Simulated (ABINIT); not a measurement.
# CaO (Lime): one start, several treatments of the self-energy

Wanted: the gap of CaO (Lime) under several approximations, with cost.

Program: ABINIT 10.8.3. Level of theory: PBE and many-body steps on it, plane waves. Results are calculated unless marked as measured.

**1. The starting structure**

The structure is cubic, space group Fm-3m (No. 225). Conventional cell: a = 4.813 Å, b = 4.813 Å, c = 4.813 Å, α = 90.00°, β = 90.00°, γ = 90.00°. Nearest to Ca lie 6 O at 2.41 Å. O has 6 Ca at 2.41 Å nearest. Farther neighbours and most contacts between anions are not listed.

The cell and positions come from the Crystallography Open Database and are kept as given unless a step says otherwise.

**2. Empty states on the mesh, 6×6×6 mesh, 251 bands**

This step: ABINIT 10.8.3; DFT, PBE, plane waves, norm-conserving pseudopotentials.

The sums over transitions need many empty states on a uniform mesh; this step solves for them.

run.abi

```
acell 3*1.0 Angstrom
rprim 
  -0.000000000000 2.406500000000 2.406500000000
  2.406500000000 -0.000000000000 2.406500000000
  2.406500000000 2.406500000000 -0.000000000000
ntypat 2
znucl 20 8
natom 2
typat 1 2
xred 
  0.000000000000 0.000000000000 0.000000000000
  0.500000000000 0.500000000000 0.500000000000
pp_dirpath "pseudos"
pseudos "Ca.upf, O.upf"
ecut 36
ngkpt 6 6 6
nshiftk 1
shiftk 0 0 0
kptopt 1
chksymbreak 0
irdden 1
istwfk *1
nband 251
prtvol 0
optdriver 6
gwr_task "HDIAGO"
paral_kgb 0
occopt 1
indata_prefix "in"
outdata_prefix "out"
tmpdata_prefix "tmp"
```

The run is started by

```console
OMP_NUM_THREADS=1 mpirun -n 8 abinit run.abi > log
```

What it wrote:

```text
.Version 10.8.3 of ABINIT. v10.8.2 released Aug 2026.

 Symmetries : space group Fm -3 m (#225); Bravais cF (face-center cubic)
[... echo of the input left out ...]
== DATASET  1 ==================================================================
-   mpi_nproc: 8, omp_nthreads: 1 (-1 if OMP is not activated)

--- !DatasetInfo
iteration_state: {dtset: 1, }
dimensions: {natom: 2, nkpt: 16, mband: 251, nsppol: 1, nspinor: 1, nspden: 1, mpw: 1964, }
cutoff_energies: {ecut:  36.0, pawecutdg:  -1.0, }
[...]
Indirect band gap semiconductor
 Fundamental gap:     3.662 (eV)
   VBM:     5.064 (eV) at k: [ 0.0000E+00,  0.0000E+00,  0.0000E+00]
   CBM:     8.727 (eV) at k: [ 5.0000E-01,  5.0000E-01,  0.0000E+00]
 Direct gap:         4.037 (eV) at k: [ 5.0000E-01,  5.0000E-01,  0.0000E+00]

== END DATASET(S) ==============================================================
================================================================================

 -outvars: echo values of variables after computation  --------
           etotal      0.0000000000E+00
            nband         251
             nkpt          16
          spgroup         225
 [... the other variables as echoed above ...]

 Calculation completed.
```

Elapsed: 16 s, on 8 MPI ranks of Arm Neoverse V1, shared host; peak memory 2.1 GiB.

Numbers from this step:

```
gap                                                           : 3.662 eV
k of the valence top                                          : 0, 0, 0
k of the conduction bottom                                    : 0.5, 0.5, 0
least direct gap                                              : 4.037 eV
k points computed                                             : 16
lowest point of the top converged band, above the valence top : 222.7660 eV
```

On this mesh the gap is 3.662 eV.

The density comes from a self-consistent run that is not shown.

**3. Screening, 6×6×6 mesh, 243 bands, screening to 304.8 eV**

The RPA dielectric matrix is built and inverted for each q.

This step: RPA screening on PBE, plane waves, norm-conserving pseudopotentials.

run.abi: that of step 2 with these lines changed.

```diff
@@ -20,10 +20,11 @@
 chksymbreak 0
-irdden 1
 istwfk *1
-nband 251
-prtvol 0
-optdriver 6
-gwr_task "HDIAGO"
-paral_kgb 0
 occopt 1
+irdwfk 1
+optdriver 3
+nband 243
+ecuteps 11.2
+inclvkb 2
+awtr 1
+symchi 1
 indata_prefix "in"
```

What it wrote:

```text
.Version 10.8.3 of ABINIT. v10.8.2 released Aug 2026.

 Symmetries : space group Fm -3 m (#225); Bravais cF (face-center cubic)
[... echo of the input left out ...]
== DATASET  1 ==================================================================
-   mpi_nproc: 8, omp_nthreads: 1 (-1 if OMP is not activated)

--- !DatasetInfo
iteration_state: {dtset: 1, }
dimensions: {natom: 2, nkpt: 16, mband: 243, nsppol: 1, nspinor: 1, nspden: 1, mpw: 1964, }
cutoff_energies: {ecut:  36.0, pawecutdg:  -1.0, }
electrons: {nelect:   1.60000000E+01, charge:   0.00000000E+00, occopt:   1.00000000E+00, tsmear:   1.00000000E-02, }

 SCREENING: Calculation of the susceptibility and dielectric matrices

 Based on a program developped by R.W. Godby, V. Olevano, G. Onida, and L. Reining.
 Incorporated in ABINIT by V. Olevano, G.-M. Rignanese, and M. Torrent.
.Using double precision arithmetic ; gwpc =  8

[... cell and pseudopotentials left out ...]
--------------------------------------------------------------------------------

 ==== K-mesh for the wavefunctions ====
 Number of points in the irreducible wedge :    16
[... list of points left out ...]
 Together with 48 symmetry operations and time-reversal symmetry
 yields   216 points in the full Brillouin Zone.

 ==== Q-mesh for the screening function ====
 Number of points in the irreducible wedge :    16
[... list of points left out ...]
 Together with 48 symmetry operations and time-reversal symmetry
 yields   216 points in the full Brillouin Zone.

 setmesh: FFT mesh size selected  =    27x   27x   27
          total number of points  =        19683

 vcoul_init : cutoff-mode = AUXILIARY_FUNCTION
 q-points for optical limit:   1
     1)      0.000010    0.000020    0.000030

- screening: taking advantage of time-reversal symmetry
- Maximum band index for partially occupied states nbvw = 8
- Remaining bands to be divided among processors   nbcw = 235
- Number of bands treated by each node ~29

 Number of electrons calculated from density =   16.0000; Expected =   16.0000
 average of density, n =  0.085062
 r_s =    1.4106
 omega_plasma =   28.1335 [eV]

 calculating chi0 at frequencies [eV] :
  1    0.000000E+00    0.000000E+00
  2    0.000000E+00    2.813348E+01

--------------------------------------------------------------------------------
  q-point number  1        q = ( 0.000000, 0.000000, 0.000000) [r.l.u.]
--------------------------------------------------------------------------------
[... chi0 elements left out ...]
 For q-point:  0.000010 0.000020 0.000030
  dielectric constant =   3.5646
  dielectric constant without local fields =   3.9237

  Average fulfillment of the sum rule on Im[epsilon] for q-point    1 :     86.88  [%]
[... wings left out ...]
  q-point number  2        q = ( 0.166667, 0.000000, 0.000000) [r.l.u.]
--------------------------------------------------------------------------------
[... chi0 elements left out ...]
  Average fulfillment of the sum rule on Im[epsilon] for q-point    2 :     89.79  [%]

 [... 14 further q-points ...]
```

Wall time 3.3 min (8 MPI ranks); peak memory 2.7 GiB.

This step gave:

```yaml
eps_infinity_with_local_fields_on_this_mesh_along_the_program_s_q_direction: 3.565
the_same_without_local_fields: 3.924
plasma_frequency: 28.13 eV
plane_waves_in_the_screening_matrix: 331
```

Local fields lower ε∞ by 9 %.

**4. G0W0, Godby-Needs plasmon pole**

The self-energy is evaluated for the states that the input lists, and the levels follow from it, in one-shot runs by the linearised quasiparticle equation.

This step: G0W0 on PBE, plane waves, norm-conserving pseudopotentials.

run.abi: that of step 3 with these lines changed.

```diff
@@ -23,8 +23,17 @@
 irdwfk 1
-optdriver 3
+optdriver 4
 nband 243
+gwcalctyp 0
+ecutsigx 36
+symsigma 1
+nkptgw 2
+kptgw 
+  0.0000000000 0.0000000000 0.0000000000
+  0.5000000000 0.5000000000 0.0000000000
+bdgw 
+  6 12
+  7 10
 ecuteps 11.2
-inclvkb 2
-awtr 1
-symchi 1
+irdscr 1
+ppmodel 1
 indata_prefix "in"
```

What it wrote:

```text
.Version 10.8.3 of ABINIT. v10.8.2 released Aug 2026.

 Symmetries : space group Fm -3 m (#225); Bravais cF (face-center cubic)
[... echo of the input left out ...]
== DATASET  1 ==================================================================
-   mpi_nproc: 8, omp_nthreads: 1 (-1 if OMP is not activated)

--- !DatasetInfo
iteration_state: {dtset: 1, }
dimensions: {natom: 2, nkpt: 16, mband: 243, nsppol: 1, nspinor: 1, nspden: 1, mpw: 1964, }
cutoff_energies: {ecut:  36.0, pawecutdg:  -1.0, }
electrons: {nelect:   1.60000000E+01, charge:   0.00000000E+00, occopt:   1.00000000E+00, tsmear:   1.00000000E-02, }

 SIGMA: Calculation of the GW corrections

 Based on a program developped by R.W. Godby, V. Olevano, G. Onida, and L. Reining.
 Incorporated in ABINIT by V. Olevano, G.-M. Rignanese, and M. Torrent.
.Using double precision arithmetic ; gwpc =  8

[... cell and pseudopotentials left out ...]
--------------------------------------------------------------------------------

 ==== K-mesh for the wavefunctions ====
 Number of points in the irreducible wedge :    16
[... list of points left out ...]
 Together with 48 symmetry operations and time-reversal symmetry
 yields   216 points in the full Brillouin Zone.

 ==== Q-mesh for screening function ====
 Number of points in the irreducible wedge :    16
[... list of points left out ...]
 Together with 48 symmetry operations and time-reversal symmetry
 yields   216 points in the full Brillouin Zone.

 vcoul_init : cutoff-mode = AUXILIARY_FUNCTION
 q-points for optical limit:   1
     1)      0.000010    0.000020    0.000030
 setmesh: FFT mesh size selected  =    36x   36x   36
          total number of points  =        46656

 Number of electrons calculated from density =   16.0000; Expected =   16.0000
 average of density, n =  0.085062
 r_s =    1.4106
 omega_plasma =   28.1335 [eV]

 === KS Band Gaps ===
  >>>> For spin  1
   Minimum direct gap =   4.0368 [eV], located at k-point      :   0.5000  0.5000  0.0000
   Fundamental gap    =   3.6624 [eV], Top of valence bands at :   0.0000  0.0000  0.0000
                                       Bottom of conduction at :   0.5000  0.5000  0.0000
 SIGMA fundamental parameters:
 PLASMON POLE MODEL  1
 number of plane-waves for SigmaX                 1917
 number of plane-waves for SigmaC and W            331
 number of plane-waves for wavefunctions          1917
 number of bands                                   243
 number of independent spin polarizations            1
 number of spinorial components                      1
 number of k-points in IBZ                          16
 number of q-points in IBZ                          16
 number of symmetry operations                      48
 number of k-points in BZ                          216
 number of q-points in BZ                          216
 number of frequencies for dSigma/dE                 9
 frequency step for dSigma/dE [eV]                0.25
 number of omega for Sigma on real axis              0
 max omega for Sigma on real axis  [eV]           0.00
 zcut for avoiding poles [eV]                     0.10

 EPSILON^-1 parameters (SCR file):
 dimension of the eps^-1 matrix on file            331
 dimension of the eps^-1 matrix used               331
 number of plane-waves for wavefunctions          1917
 number of bands                                   243
 number of q-points in IBZ                          16
 number of frequencies                               2
 number of real frequencies                          1
 number of imag frequencies                          1

 matrix elements of self-energy operator (all in [eV])

 Perturbative Calculation

--- !SelfEnergy_ee
iteration_state: {dtset: 1, }
kpoint     : [   0.000,    0.000,    0.000, ]
spin       : 1
KS_gap     :    4.714
QP_gap     :    6.290
Delta_QP_KS:    1.576
data: !SigmaeeData |
     Band     E0 <VxcDFT>   SigX SigC(E0)      Z dSigC/dE  Sig(E)    E-E0       E
        6   5.064 -19.387 -24.633   3.786   0.778  -0.285 -20.523  -1.136   3.928
        7   5.064 -19.387 -24.633   3.786   0.778  -0.285 -20.523  -1.136   3.928
        8   5.064 -19.387 -24.633   3.786   0.778  -0.285 -20.523  -1.136   3.928
        9   9.779 -10.893  -6.430  -3.941   0.843  -0.186 -10.453   0.440  10.219
       10  11.292 -13.900  -7.002  -4.868   0.841  -0.189 -12.193   1.707  12.999
       11  11.292 -13.900  -7.002  -4.868   0.841  -0.189 -12.193   1.707  12.999
       12  11.292 -13.900  -7.002  -4.868   0.841  -0.189 -12.193   1.707  12.999

--- !SelfEnergy_ee
iteration_state: {dtset: 1, }
kpoint     : [   0.500,    0.500,    0.000, ]
spin       : 1
KS_gap     :    4.037
QP_gap     :    6.360
Delta_QP_KS:    2.324
data: !SigmaeeData |
     Band     E0 <VxcDFT>   SigX SigC(E0)      Z dSigC/dE  Sig(E)    E-E0       E
        7   4.690 -18.916 -24.314   3.805   0.778  -0.286 -20.155  -1.240   3.450
        8   4.690 -18.916 -24.314   3.805   0.778  -0.286 -20.155  -1.240   3.450
        9   8.727 -11.430  -5.899  -4.255   0.850  -0.177 -10.346   1.084   9.811
       10  13.087 -16.112  -8.832  -5.007   0.832  -0.202 -14.221   1.891  14.978

== END DATASET(S) ==============================================================
================================================================================

 -outvars: echo values of variables after computation  --------
           etotal      0.0000000000E+00
            nband         243
             nkpt          16
          spgroup         225
 [... the other variables as echoed above ...]

 Calculation completed.
```

Run time: 41 s. Hardware: 8 MPI ranks; peak memory 2.9 GiB.

Numbers from this step:

```
G0W0 gap on the points computed              : 5.883 eV
starting gap on the mesh                     : 3.662 eV
k of the valence top                         : 0, 0, 0
k of the conduction bottom                   : 0.5, 0.5, 0
Z at the valence top                         : 0.778
Z at the conduction bottom                   : 0.85
least direct G0W0 gap on the computed points : 6.291 eV
```

The gap on the mesh goes from 3.66 eV to 5.88 eV, a correction of +2.22 eV.

(Part 1 of 2 ends here.)

[Paths, hosts, dates, memory and timing lines, banners, echoed tables and standing remarks are left out of the program output.]

[Logs are printed without paths, hosts, clocks, repeated set-up lines and the standing remarks that a program may print on its own settings, such as how far it seeks lower states.]

[Runs of the session that timed out or met a known fault of the program may be left out.]

[No measured gap is set beside runs whose start may be inverted or whose files or cutoffs have a known fault.]

[Hosts, paths, dates, database ids (printed as entryN), source tags and the programs' standing remarks are cut or masked in the printed files.]

[G0W0 gaps are taken among the corrected bands and points alone; a level outside them can change the order at an edge.]

[Where Ansatz stands beside ABINIT at settings called matched, ABINIT's density can come from a denser mesh and the files from another edition; pairs whose starting gaps differed by over 0.03 eV were left out, so agreement reads better than it is.]
